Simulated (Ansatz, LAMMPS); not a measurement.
# Forces and charges in Li+ BF4- in ethylene carbonate and dimethyl sulfoxide and propylene carbonate at 440 K (188 atoms)

Aim: energy, forces, charges and density of states of Li+ BF4- in ethylene carbonate and dimethyl sulfoxide and propylene carbonate at 440 K (188 atoms) at a fixed geometry.

Main program and level: Ansatz 0.2.0; Kohn-Sham DFT, r2SCAN+D3(BJ), PAW (set soft_2), plane waves.

## Step 1: Set-up

The cell holds 188 atoms: 44 C, 34 O, 76 H, 4 S, 5 B, 20 F and 5 Li. Cell: a = 13.521 Å, b = 13.521 Å, c = 13.521 Å, α = 90.0°, β = 90.0°, γ = 90.0°. 4 ethylene carbonate, 4 dimethyl sulfoxide, 6 propylene carbonate, 5 Li+, 5 BF4- placed at random, at 1.17 g/cm³; overlaps pushed apart, then 10 ps at 550 K with stiff harmonic cages for PF6 and BF4 with UFF radii; Joung-Cheatham ions (J. Phys. Chem. B 112, 9020 (2008)); MMFF94 bonds, angles, torsions, charges and radii (Halgren, J. Comput. Chem. 17, 490 (1996)) in harmonic and 12-6 forms; charges of ions scaled by 0.8. Snapshot after 30 ps at 440 K and fixed volume.

Limits known from the start: The network of contacts between molecules at the start is that of the classical potential that made the cell, and needn't be the one that DFT or experiment would give. The density was typed from a rule of thumb and may lie off the real one at this temperature. Only the Γ point is sampled, in a cell whose shortest periodic width is 14 Å.

## Step 2: Making the structure

A classical potential supplies the starting structure, since it reaches far longer times than DFT.

This step: classical MD, stiff harmonic cages for PF6 and BF4 with UFF radii; Joung-Cheatham ions (J. Phys. Chem. B 112, 9020 (2008)); MMFF94 bonds, angles, torsions, charges and radii (Halgren, J. Comput. Chem. 17, 490 (1996)) in harmonic and 12-6 forms; charges of ions scaled by 0.8 (LAMMPS 22 Jul 2025 - Update 4).

in.lmp reads:

```
# Li+ BF4- in ethylene carbonate and dimethyl sulfoxide and propylene carbonate
units real
atom_style full
boundary p p p
bond_style harmonic
angle_style harmonic
dihedral_style opls
improper_style harmonic
special_bonds lj 0 0 0.5 coul 0 0 0.75
read_data data.lmp
neigh_modify delay 0 every 1 check yes one 4000
comm_modify cutoff 12.0
timestep 0.5
thermo_style custom step time temp pe press density
thermo_modify norm yes
# push overlapping molecules apart
pair_style soft 2.6
pair_coeff * * 0.0
variable a equal ramp(1,60)
fix ad all adapt 1 pair soft a * * v_a
velocity all create 550 706454 mom yes dist gaussian
fix lim all nve/limit 0.03
fix lan all langevin 550 550 50 706455 zero yes
thermo 1000
run 3000 post no
unfix ad
pair_style lj/cut/coul/long 9.0
pair_modify mix arithmetic tail yes
pair_coeff 1 1 0.0678 3.3680   # C
pair_coeff 2 2 0.0763 3.0430   # O
pair_coeff 3 3 0.0678 3.4070   # C
pair_coeff 4 4 0.0763 2.9870   # O
pair_coeff 5 5 0.0216 2.5400   # H
pair_coeff 6 6 0.2681 3.6400   # S
# [... 21 lines left out ...]
compute msd all msd com yes
thermo 7500
fix md all nvt temp 440 440 100
run 30000 post no
print "== T440: mean square displacement over the hold $(c_msd[4]:%.2f) A^2"
unfix md
uncompute msd
write_dump all custom T440.dump id type xs ys zs modify sort id
```

Started as:

```sh
$ lmp -in in.lmp -log none -nocite
```

What it wrote:

```text
LAMMPS (22 Jul 2025 - Update 4)
Reading data file ...
  orthogonal box = (0 0 0) to (13.52072 13.52072 13.52072)
  188 atoms
  orthogonal box = (0 0 0) to (13.52072 13.52072 13.52072)
  204 bonds
  266 angles
  292 dihedrals
  10 impropers
WARNING: Bond/angle/dihedral extent > half of periodic box length
   Step          Time           Temp          PotEng         Press         Density
         0   0              550            0.43262904     5727.6715      1.1729995
      1000   500            533.24551      1.6662         10079.17       1.1729995
      2000   1000           509.62728      1.5057494      14795.526      1.1729995
[... 46 lines left out ...]
WARNING: Bond/angle/dihedral extent > half of periodic box length
   Step          Time           Temp          PotEng         Press         Density
[... 2 lines left out ...]
     30000   29000          503.03026     -4.0734113      2329.0957      1.1729995
     37500   36500          485.41315     -4.0987516     -2391.4712      1.1729995
     45000   44000          482.97174     -4.139818       330.61202      1.1729995
     47000   46000          455.35034     -4.111688       3182.4108      1.1729995
WARNING: Bond/angle/dihedral extent > half of periodic box length
Loop time of 16.4422 s on 1 MPI rank(s) for 30000 steps with 188 atoms
== T440: mean square displacement over the hold 19.29 A^2
```

It took 27 s on 1 thread of Arm Neoverse V2, shared host; peak memory 0.13 GiB.

The input also reads data.lmp (atoms, bonds and types; not printed here).

## Step 3: Plane-wave single point

One self-consistent run at the given positions yields energy and forces.

input.yaml reads:

```yaml
crystal:
  lattice:
    - [13.52072, 0.0, 0.0]
    - [0.0, 13.52072, 0.0]
    - [0.0, 0.0, 13.52072]
  atoms:
    - { symbol: C, position: [0.63375, 0.85386, 0.3589] }
    - { symbol: C, position: [0.60481, 0.77275, 0.27982] }
    - { symbol: C, position: [0.4962, 0.74866, 0.28064] }
    - { symbol: O, position: [0.45045, 0.82332, 0.2241] }
    - { symbol: C, position: [0.5228, 0.84066, 0.1528] }
    - { symbol: O, position: [0.51265, 0.88887, 0.07922] }
    - { symbol: O, position: [0.61627, 0.80489, 0.18512] }
    - { symbol: H, position: [0.60749, 0.83624, 0.43005] }
    - { symbol: H, position: [0.60439, 0.92508, 0.34016] }
    - { symbol: H, position: [0.714, 0.86254, 0.35861] }
    - { symbol: H, position: [0.65159, 0.70848, 0.29494] }
    - { symbol: H, position: [0.47324, 0.67812, 0.2389] }
    - { symbol: H, position: [0.4707, 0.73922, 0.36] }
    - { symbol: C, position: [0.85925, 0.17641, 0.49157] }
    - { symbol: C, position: [0.89672, 0.12025, 0.58076] }
    - { symbol: C, position: [0.81858, 0.12117, 0.66708] }
    - { symbol: O, position: [0.75596, 0.04329, 0.63332] }
    - { symbol: C, position: [0.82057, 0.98131, 0.59542] }
    - { symbol: O, position: [0.79778, 0.89497, 0.58336] }
    - { symbol: O, position: [0.91088, 0.02021, 0.56478] }
    - { symbol: H, position: [0.91663, 0.18925, 0.43258] }
    - { symbol: H, position: [0.82689, 0.24698, 0.51605] }
    - { symbol: H, position: [0.80103, 0.13487, 0.45834] }
    - { symbol: H, position: [0.96436, 0.15638, 0.5986] }
    - { symbol: H, position: [0.85077, 0.09469, 0.73783] }
    - { symbol: H, position: [0.76934, 0.18454, 0.66795] }
    - { symbol: C, position: [0.9733, 0.80858, 0.83749] }
    - { symbol: C, position: [0.93458, 0.70456, 0.85268] }
    - { symbol: C, position: [0.9838, 0.62352, 0.8014] }
    - { symbol: O, position: [0.07588, 0.62307, 0.84764] }
    - { symbol: C, position: [0.04444, 0.63296, 0.9476] }
    - { symbol: O, position: [0.09966, 0.62044, 0.01895] }
    [... 150 atom lines left out ...]
    - { symbol: F, position: [0.00768, 0.19644, 0.87395] }
    - { symbol: Li, position: [0.30237, 0.83099, 0.23127] }
    - { symbol: Li, position: [0.87926, 0.17297, 0.96501] }
    - { symbol: Li, position: [0.74308, 0.76583, 0.62207] }
    - { symbol: Li, position: [0.3842, 0.42348, 0.36465] }
    - { symbol: Li, position: [0.13834, 0.48379, 0.08496] }
kpoints:
  mp_grid: { grid: [1, 1, 1] }
hamiltonian:
  xc: r2scan
  dispersion: d3bj
scf:
  occupations: { method: fixed }
output:
  forces: true
  stress: true
  populations: true
  dos:
    method: { smearing: { sigma: 0.08 } }
    de: 0.1
    projected: { site_lists: { B: [B], C: [C], F: [F], H: [H], Li: [Li] } }
  eigenvalues: true
  write_density: true
  write_potential: true
  volumetric_format: npy
```

Started as:

```sh
$ ansatz run input.yaml --threads 8 --pin off --max-ram 15872MiB --backend cpu --events-out ev --progress --plain --runs-dir out
```

What it wrote:

```text
Warning: the engine holds no damping parameters fitted to this dispersion correction and functional, so the run takes those fitted to r2scan beside the three-body term, which d3bj leaves out (hamiltonian.dispersion, under Limitations)
Engine: ansatz 0.2.0, aarch64-unknown-linux-gnu
Pseudopotentials: kind: paw
Pseudopotential: C, paw, valence charge 4, recommended cutoff 500 eV (meta_gga), C.paw.azcp
Pseudopotential: O, paw, valence charge 6, recommended cutoff 500 eV (meta_gga), O.paw.azcp
Pseudopotential: H, paw, valence charge 1, recommended cutoff 500 eV (meta_gga), H.paw.azcp
Pseudopotential: S, paw, valence charge 6, recommended cutoff 500 eV (meta_gga), S.paw.azcp
Pseudopotential: B, paw, valence charge 3, recommended cutoff 500 eV (meta_gga), B.paw.azcp
Pseudopotential: F, paw, valence charge 7, recommended cutoff 500 eV (meta_gga), F.paw.azcp
Pseudopotential: Li, paw, valence charge 3, recommended cutoff 500 eV (meta_gga), Li.paw.azcp
[... 6 lines on functional and potentials left out ...]
Crystal: 188 atoms, lattice volume = 2471.721 Å³
Basis set: ecut = 500 eV, 62669 PW (Γ), exchange–correlation on 400×400×400 points (64 copies of the dense FFT grid, shifted against one another)
Bands: 513, of which v1, the nominal top of the filled ones, is band 325 counted from 1 (324 counted from 0)
Symmetry: 1 space group operations
Space group: P1 (ITA 1), of the structure as read, at distance tolerance 1.4e-4 Å
k-points: 1
[... 20 lines on functional and potentials left out ...]
Initial density: superposition of atomic densities (neutral atoms: chi_scale 0, normalization atom), corrected by the library's trained network
Initial wavefunctions: pseudopotential atomic-orbital guess
Functional: x = r2scan, c = r2scan; τ floored in thin density (d = 2e-4 eV/Å³)
SCF iter   1: F=—  HF=-53259.701243 eV  |F-HF|=—  |Δ(HF+E_count)|=         —  Δρ=9.54e-3  dr2=2.48e0  dr2_τ=1.53e1  ethr=1.77e-3  ⟨swp⟩=5.0  Hψ=1861  notcnv=0  defer=183
preconditioner: auto → Resta (q_TF=auto, 2.184 Å⁻¹)  ε∞=2.3  [insulator: Δε(μ)=4.719 eV  Ē_g=15.702 eV  n_scr=460 (ndim 8)  ℏωp=17.7 eV  f_vac=0.344  ε∞_Penn≈2.3]
SCF iter   2: F=—  HF=-53259.243039 eV  |F-HF|=—  |Δ(HF+E_count)|=   4.58e-1  Δρ=5.00e-3  dr2=3.67e-1  dr2_τ=8.30e-2  ethr=3.81e-4  ⟨swp⟩=3.0  Hψ=897  notcnv=0  defer=186
SCF iter   3: F=—  HF=-53259.217111 eV  |F-HF|=—  |Δ(HF+E_count)|=   2.59e-2  Δρ=2.10e-3  dr2=1.04e-1  dr2_τ=7.78e-3  ethr=5.65e-5  ⟨swp⟩=2.0  Hψ=619  notcnv=0  defer=186
SCF iter   4: F=—  HF=-53259.223049 eV  |F-HF|=—  |Δ(HF+E_count)|=   5.94e-3  Δρ=7.13e-4  dr2=1.44e-2  dr2_τ=1.69e-3  ethr=1.59e-5  ⟨swp⟩=3.0  Hψ=620  notcnv=0  defer=186
SCF iter   5: F=—  HF=-53259.227397 eV  |F-HF|=—  |Δ(HF+E_count)|=   4.35e-3  Δρ=2.99e-4  dr2=2.66e-3  dr2_τ=2.43e-4  ethr=2.22e-6  ⟨swp⟩=2.0  Hψ=903  notcnv=0  defer=186
SCF iter   6: F=—  HF=-53259.229794 eV  |F-HF|=—  |Δ(HF+E_count)|=   2.40e-3  Δρ=1.31e-4  dr2=4.97e-4  dr2_τ=5.13e-5  ethr=4.09e-7  ⟨swp⟩=2.0  Hψ=650  notcnv=0  defer=186
SCF iter   7: F=—  HF=-53259.230603 eV  |F-HF|=—  |Δ(HF+E_count)|=   8.09e-4  Δρ=6.17e-5  dr2=8.59e-5  dr2_τ=1.08e-5  ethr=7.64e-8  ⟨swp⟩=2.0  Hψ=640  notcnv=0  defer=186
SCF iter   8: F=—  HF=-53259.227116 eV  |F-HF|=—  |Δ(HF+E_count)|=   3.49e-3  Δρ=2.02e-5  dr2=1.16e-5  dr2_τ=1.14e-6  ethr=1.32e-8  ⟨swp⟩=2.0  Hψ=799  notcnv=0  defer=186
SCF iter   9: F=—  HF=-53259.227163 eV  |F-HF|=—  |Δ(HF+E_count)|=   4.68e-5  Δρ=8.55e-6  dr2=2.05e-6  dr2_τ=2.09e-7  ethr=1.78e-9  ⟨swp⟩=2.0  Hψ=639  notcnv=0  defer=186
SCF iter  10: F=—  HF=-53259.227170 eV  |F-HF|=—  |Δ(HF+E_count)|=   7.18e-6  Δρ=3.73e-6  dr2=3.92e-7  dr2_τ=4.14e-8  ethr=3.15e-10  ⟨swp⟩=2.0  Hψ=647  notcnv=0  defer=186
SCF iter  11: F=-53259.227172 eV  HF=-53259.227172 eV  |F-HF|=3.67e-7  |Δ(HF+E_count)|=   1.58e-6  Δρ=1.37e-6  dr2=6.04e-8  dr2_τ=6.13e-9  ethr=1.54e-11  ⟨swp⟩=24.0  Hψ=5590  notcnv=0
SCF 1 converged in 11 iterations: F = -53259.227172 eV  dr2 = 6.04e-8
  greatest PAW one-centre occupation: 0.999 electrons in one spin orbital (limit 2), on the Li atom at site 186 (counted from 0), in its partial waves of l = 0
WARN: The input density's exchange-correlation potential varies sharply where the density is thin. Do not read a vacuum level from v_tot or v_xc, or from such a field of the output density. On a cell that repeats whose density bears no net charge and no dipole along the vacuum's axis use v_es (v_loc + v_h of the components); [...]
SCF converged after 11 iterations
Free energy (F): -53259.227172 eV
Harris-Foulkes:  -53259.227172 eV  (|F-HF|=3.67e-7)
Internal energy: -53259.227172 eV  (E = F + TS)
E sigma→0 (E₀):  -53259.227172 eV
Fermi energy:    -1.191431 eV
--- Per-component energies (eV) ---
  E_band       = -6874.542477
  E_kinetic    = 16018.235316
  E_local      = -69128.125033  (includes V_loc(G=0)·N_el)
  E_nonlocal   = 4383.831274
  E_hartree    = 27360.234415
  E_xc         = -7385.446086
  E_vxc        = -10418.255735  (∫ρ·V_xc dr)
  E_paw        = -16944.839245  (= ΣΔE_a)
  E_vpaw       = -3133.587716  (= ΣTr[D̂ρ^β])
  E_aug_tail   = 0.018463  (compensation charges beyond the density's cutoff)
  E_vtau       = 682.879517  (kinetic-family band-sum trace: ∫τ·v_τ [+ j·A + Jᵃ·Aᵃ] dr)
  E_ewald      = -7555.642147
  E_disp       = -4.158986  (pairwise vdW)
  E_core_change = -3.335143  (= ΣΔE_core)
  E_smearing   = -0.000000  (= −TS)
  E_closure    = -0.000000  (closes the sum)
  Σ components = -53259.227172   (vs F -53259.227172, Δ=0.00e0)
--- Forces (eV/Å), atoms counted from 1 ---
  atom   1  C      0.53248763    -0.38203303    -2.02723833
  atom   2  C     -0.05919851    -0.18977173     3.12760340
  atom   3  C     -1.02297069    -3.55789617     2.03497124
  atom   4  O      1.49346435     0.67536964    -0.98075394
  atom   5  C      1.11792641     1.79103311    -0.67107114
  atom   6  O      0.03857093    -0.87787257     1.04386498
  atom   7  O     -1.64204792     1.42782205    -2.76435787
  atom   8  H     -0.20872941    -0.56382695     1.17570294
  atom   9  H     -0.50021876     0.54413225    -0.39963384
  atom  10  H     -0.10544053    -0.21090997     0.22372083
  atom  11  H     -0.20609648    -0.06391197    -0.22591630
  atom  12  H      0.95979299     0.87930522     1.05691051
  atom  13  H     -0.22679052     0.69450301    -1.38483598
  atom  14  C      0.30631005     0.33059926    -0.75552725
[...]
atom 187  Li    -0.26143391    -0.33202077    -0.65678883
  atom 188  Li     0.17982781     0.10302762    -0.43345534
  max |Σ_I F_I| component: 1.05e-4 eV/Å
--- Stress (GPa, compression-positive) ---
       -0.523689      -0.488479      -0.153375
       -0.488481       1.048400      -0.854063
       -0.153374      -0.854061       0.302716
  P = ⅓ Tr σ = 0.2758 GPa (2.758 kbar)
--- Band table (eV) ---
  k-point 0: bands = ["-46.4882", "-46.2166", "-46.0227", "-45.7247", [... 497 levels ...], "10.6239", "10.6405", "10.6928", "10.7154", "10.7417", "10.7773", "10.7844", "10.8656", "10.8773", "10.9023", "10.9467", "10.9810"]
--- Löwdin populations: 188 sites ---
  site symbol       q [e]
     0      C      4.4933
     1      C      3.8778
     2      C      4.0433
[...]
187     Li      2.2031
  spilling = 0.012694 (of n_electrons = 650.000000)
```

Elapsed: 62 s, on 8 threads of Arm Neoverse V2, shared host; peak memory 7.2 GiB; 7.9 min of CPU time.

Reading the cycles: dr2 is the Hartree energy of the density residual (eV), the measure of convergence; HF is the Harris–Foulkes estimate of the energy, which meets the free energy F at convergence.

The program notes that the exchange-correlation potential is rough where the density is thin. Further notices: dispersion damping borrowed.

Numbers from this run:

| Quantity | Value |
| --- | --- |
| free energy | -53259.2272 eV |
| free energy per atom | -283.2938 eV/atom |
| SCF cycles | 11 |
| pressure | 0.2758 GPa |
| r.m.s. force component | 1.153 eV/Å |
| longest force | 4.592 eV/Å |
| Fermi energy | -1.191 eV |
| gap (highest filled to lowest empty level) | 4.54 eV |
| spilling of the projection | 0.01269 |

Length of the force by element:

```
element  coordination  atoms  mean length of the force (eV/Å)  spread  least   most
      B           all      5                             2.40    1.09   1.10   4.22
      C           all     44                             2.42    1.09  0.723   4.59
      F           all     20                             1.74    1.02  0.651   3.97
      H           all     76                             1.08   0.547  0.209   3.04
     Li           all      5                            0.751   0.145  0.480  0.904
      O           all     34                             2.06   0.842  0.530   4.10
      S           all      4                             3.15   0.652   2.07   3.72
```

Löwdin charges by element (they lack the spilled electrons, 0.044 e an atom on average):

```
element  coordination  atoms  mean charge (e)  spread   least    most
      B           all      5            0.949  0.0069   0.941   0.961
      C           all     44           0.0041   0.474  -0.606   0.786
      F           all     20           -0.407   0.024  -0.446  -0.353
      H           all     76            0.210  0.0189   0.146   0.254
     Li           all      5            0.794  0.0216   0.773   0.834
      O           all     34           -0.392   0.171  -0.846  -0.242
      S           all      4             1.21  0.0381    1.16    1.27
```

Density of states as counts of states in windows of 1 eV (from the Fermi level), total and the larger projections:

```
from (eV)  to (eV)  total   C p   F p   H s  C s
      -18      -16    0.0   0.0   0.0   0.0  0.0
      -16      -15    8.7   0.8   0.0   1.4  4.4
      -15      -14   17.3   1.3   0.0   2.9  8.0
      -14      -13    3.0   0.3   0.0   0.6  1.4
      -13      -12   19.5   2.2   0.0   5.1  9.2
      -12      -11   11.5   2.7   0.0   1.5  2.7
      -11      -10   23.4   6.0   0.0   2.2  3.5
      -10       -9   12.7   3.1   0.0   1.0  1.5
       -9       -8   21.2   6.4   6.2   1.7  0.2
       -8       -7   36.5  11.2   5.2   4.1  1.2
       -7       -6   53.2  12.5  14.5   5.5  1.3
       -6       -5   59.9  19.4   7.3   6.9  0.3
       -5       -4   74.2  22.9  18.6  10.4  0.3
       -4       -3   71.2  16.9  25.7   7.8  0.4
       -3       -2   49.6   6.9  24.9   3.5  0.2
       -2       -1   58.9   7.0   8.3   4.3  0.2
       -1        0    9.9   0.9   0.8   0.4  0.1
        0        1    1.6   0.2   0.0   0.1  0.0
        1        4    0.0   0.0   0.0   0.0  0.0
        4        5    8.7   3.9   0.0   0.5  0.4
```

The curve was stored every 0.10 eV, coarse against its broadening of 0.08 eV, so these counts are rough.

With fixed occupations the program's Fermi level is the highest filled level; weight inside the gap is the broadening of levels at its edges.

Between -26 and -18 eV lie 106 more states.

Not all projections were asked for or kept, so they needn't add up to the total.

The levels nearest the highest filled one (over half full), pooled over k-points and spins:

```
level less the highest filled one (eV)  occupation
                                 -1.04           2
                                -0.973           2
                                -0.491           2
                                -0.394           2
                                -0.279           2
                                     0           2
                                  4.54           0
                                  4.61           0
                                  4.68           0
                                  4.88           0
                                  4.97           0
                                  5.04           0
```

(Continued in part 2 of 2.)

[Logs are printed without paths, hosts, clocks, repeated set-up lines and the standing remarks that a program may print on its own settings, such as how far it seeks lower states.]

[Hosts, paths, dates, database ids (printed as entryN), source tags and the programs' standing remarks are cut or masked in the printed files.]

[The MMFF94 radii named for the starting cell were scaled by 0.96; in molecules described by MMFF94, hydrogen bound to N, O or S took a small fixed 12-6 site in their place.]
